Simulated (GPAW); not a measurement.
# A GW chain in GPAW: CaHI (P4/nmm), part 2 of 2

How does a plane-wave GW calculation on CaHI (P4/nmm) run from the first input to the gap?

GPAW 26.7.0; LDA and many-body steps on it, plane waves. Known limits of the many-body steps: not at the basis limit; no spin-orbit coupling; coarse k mesh.

So far. Step 2 (Ground state): The gap is indirect, with the least direct gap 0.04 eV higher. Step 3 (Empty states on the mesh, 4×4×1 mesh, 508 bands): On this mesh the gap is 3.149 eV.

### Step 4. Screening and self-energy, 4×4×1 mesh, 231 bands, screening to 78 eV

Now the one-shot GW correction: screening in the RPA, then the self-energy of the levels asked for.

This step: G0W0 on LDA, plane waves, PAW.

The input, run.py:

```python
import json
import numpy as np
from gpaw.mpi import world
from gpaw.response.g0w0 import G0W0

gw = G0W0('full.gpw',
    filename='gw',
    kpts=[0, 5],
    bands=(16, 20),
    ecut=78,
    nbands=231,
    integrate_gamma='WS',
    ppa=True)
gw.calculate()
res = {mode: {k: v for k, v in r.items() if k != 'sigma_eskwn'}
       for mode, r in gw.all_results.items()}

if world.rank == 0:
    with open('result.json', 'w') as f:
        json.dump(res, f, default=lambda x: x.tolist())
```

On the command line:

```bash
$ mpirun -n 4 gpaw python run.py
```

Numbers of over 12 decimals in the logs are rounded to 6 here.

What it wrote:

```text
Using integrator: PointIntegrator
FrequencyGridDescriptor(from 0.000+0.000j to 0.000+27.211j eV, 2 points)
Nonperiodic BCs:  [False False False]
Using integrator: PointIntegrator
FrequencyGridDescriptor(from 0.000+0.000j to 0.000+27.211j eV, 2 points)
Nonperiodic BCs:  [False False False]
  ___  _ _ _
 |   || | | |
 | | || | | |
 |__ ||_____|
 |___|

BZ k-points: Symmetries present (total): 8

  [... matrices ...]
16 k-points: 4 x 4 x 1 Monkhorst-Pack grid + [1/8,1/8,0.000000]
6 k-points in the irreducible part of the Brillouin zone
       k-points in crystal coordinates                weights
   0:     0.00000000    0.00000000    0.00000000          1/16
   1:     0.25000000    0.00000000    0.00000000          4/16
   2:     0.25000000    0.25000000    0.00000000          4/16
   3:     0.50000000    0.00000000    0.00000000          2/16
   4:     0.50000000    0.25000000    0.00000000          4/16
   5:     0.50000000    0.50000000    0.00000000          1/16

Distributing spins, k-points and bands (1 x 2 x 4) over 4 processes
Number of blocks: 1

Quasi particle states:
k-points (IBZ indices): [0, 5]
Band range: (16, 20)
  [... matrices ...]
Computational parameters:
Plane wave cut-off: 78 eV
Number of bands: 231
Coulomb cutoff: None
Broadening: 0.1 eV

fxc modes: GW
Kernel: RPA
Using Godby-Needs plasmon-pole approximation:
  Fitting energy: i*E0, E0 = 1.000 Hartree
Summing all q:

Calculating screened Coulomb potential
No Coulomb truncation
FrequencyGridDescriptor(from 0.000+0.000j to 0.000+27.211j eV, 2 points)
Removing empty qpoint cache files...

Calculating chi0 body with:
    Ground state adapter containing:
    Number of spins: 1
    Number of kpoints: 16
    Number of irreducible kpoints: 6
    Number of completely occupied states: 18
    Number of partially occupied states: 18
    Occupied states memory: 8.54296875 M / cpu

    Linear response parametrization:
    q_c: [0.0, 0.0, 0.0]
    Number of frequency points: 2
    Planewave cutoff: 78.0
    Number of bands: 231
    Number of planewaves: 229
    Broadening (eta): 1e-06
    comm.size: 4
    kncomm.size: 4
    blockcomm.size: 1

    Memory estimate of potentially large arrays:
        chi0_wGG: 1.600372 M / cpu
Integrating chi0 body.

Symmetries of q_c:
    Direct symmetries (Uq -> q): 8
    Indirect symmetries (TUq -> q): 8
In total 16 allowed symmetries.

  [... matrices ...]
6 groups of equivalent kpoints. 62.5% reduction.

Integral kind: response function
Integrating chi0 head and wings.

Symmetries of q_c:
    Direct symmetries (Uq -> q): 8
    Indirect symmetries (TUq -> q): 8
In total 16 allowed symmetries.

  [... matrices ...]
6 groups of equivalent kpoints. 62.5% reduction.

Integral kind: response function wings

Calculating chi0 body with:
    Ground state adapter containing:
    Number of spins: 1
    Number of kpoints: 16
    Number of irreducible kpoints: 6
    Number of completely occupied states: 18
    Number of partially occupied states: 18
    Occupied states memory: 8.54296875 M / cpu

    Linear response parametrization:
[... the further q-points ...]

Results:
f:      Occupation numbers
eps:     KS-eigenvalues [eV]
vxc:     KS vxc [eV]
exx:     Exact exchange [eV]
sigma:   Self-energies [eV]
dsigma:  Self-energy derivatives
Z:       Renormalization factors
qp:      QP-energies [eV]

k-point 0 (0): (0.000, 0.000, 0.000)                GW
band       f     eps     vxc     exx   sigma  dsigma       Z      qp
                                                                   GW
  16   1.000   1.956 -15.055 -17.533   1.695  -0.241   0.806   1.325
  17   1.000   2.460 -11.106 -13.424   1.390  -0.274   0.785   1.732
  18   0.000   5.729 -12.435  -6.500  -3.998  -0.232   0.812   7.302
  19   0.000   6.273 -11.159  -5.598  -3.972  -0.227   0.815   7.568

k-point 1 (5): (0.500, 0.500, 0.000)                GW
band       f     eps     vxc     exx   sigma  dsigma       Z      qp
                                                                   GW
  16   1.000   1.484 -10.937 -14.328   2.086  -0.293   0.774   0.475
  17   1.000   1.484 -10.937 -14.328   2.086  -0.293   0.774   0.475
  18   0.000   5.609 -10.090  -5.205  -3.713  -0.218   0.821   6.571
  19   0.000   5.609 -10.090  -5.205  -3.713  -0.218   0.821   6.571
```

It took 64 s on 4 MPI ranks of Arm Neoverse V2, shared host; peak memory 1.8 GiB.

Numbers from this step:

```
G0W0 gap on the points computed              : 4.839 eV
least direct G0W0 gap on the computed points : 5.569 eV
Z at the valence top                         : 0.7849
Z at the conduction bottom                   : 0.8208
starting gap on the mesh                     : 3.149 eV
k of the valence top                         : 0, 0, 0
k of the conduction bottom                   : 0.5, 0.5, 0
```

The gap on the mesh goes from 3.15 eV to 4.84 eV, a correction of +1.69 eV. The start differs from the 3.12 eV found before because the two sample other k points.

Limits: finite bands, cutoff and mesh; no spin-orbit coupling; coarse k mesh. v1 is the top filled band, c1 the lowest empty one. Levels before and after the correction, in eV, zero at the valence-band top of each column:

```tsv
	conduction bottom	valence top
Kohn-Sham	3.15	0.00
G0W0	4.84	0.00
```

```tsv
	level	energy (eV)
Kohn-Sham	Γ v2	-0.504
Kohn-Sham	Γ v1	0.000
Kohn-Sham	Γ c1	3.269
Kohn-Sham	Γ c2	3.813
Kohn-Sham	(0.5 0.5 0) v2-v1	-0.976
Kohn-Sham	(0.5 0.5 0) c1-c2	3.149
G0W0	Γ v2	-0.407
G0W0	Γ v1	0.000
G0W0	Γ c1	5.569
G0W0	Γ c2	5.836
G0W0	(0.5 0.5 0) v2-v1	-1.257
G0W0	(0.5 0.5 0) c1-c2	4.839
```

### Step 5. Where the time went

Times are wall times on 4 MPI ranks of Arm Neoverse V2, shared host, good to a factor of about two.

```tsv
step	time	share	memory (GiB)
ground state	49 s	14 %	0.89
empty states on the mesh	3.9 min	67 %	7.0
screening and self-energy	64 s	18 %	1.8
```

### Step 6. Summary of results

| Property | Result |
| --- | --- |
| LDA gap | 3.12 eV, indirect (only 41 meV under the direct gap) |
| G0W0 gap on the mesh | 4.84 eV |
| G0W0 gap over the zone (rigid shift) | 4.81 eV |
| GW settings | 4×4×1 mesh, 231 bands, screening to 78 eV, Godby-Needs plasmon pole |
| known limits | not at the basis limit; no spin-orbit coupling; coarse k mesh |

What this shows: G0W0 moves the gap on the mesh from 3.15 eV to 4.84 eV (+1.69 eV), with Z of 0.78 and 0.82 at the edges. The mesh misses the band edges by 0.03 eV in all; a rigid shift gives 4.81 eV for the zone. Only 2 of the mesh's irreducible points were corrected, so a valley elsewhere could overtake. The dearest step here is «empty states on the mesh». Bands and cutoff are finite, so the gap is not at the basis limit. The miss can reach some tenths of an eV and take either sign; the mesh is an error of its own. These stock PAW sets were not made for GW; the filled d or f shell of I lies in the frozen core, which bears on start and correction. In the G0W0 run levels were corrected at 2 k points alone, so a gap called «on the mesh» is the least over those, and an edge elsewhere would be missed. The 4×4×1 mesh is coarse for this cell, which bears on the long-range parts of exchange and screening. Mesh or cutoff lie under what a gap needs, so these runs test behaviour and cost; their gaps are not to be quoted. The many-body steps are scalar-relativistic: spin-orbit coupling is not in them.

[Paths, hosts, dates, memory and timing lines, banners, echoed tables and standing remarks are left out of the program output.]

[Logs are printed without paths, hosts, clocks, repeated set-up lines and the standing remarks that a program may print on its own settings, such as how far it seeks lower states.]

[Runs of the session that timed out or met a known fault of the program may be left out.]

[Hosts, paths, dates, database ids (printed as entryN), source tags and the programs' standing remarks are cut or masked in the printed files.]
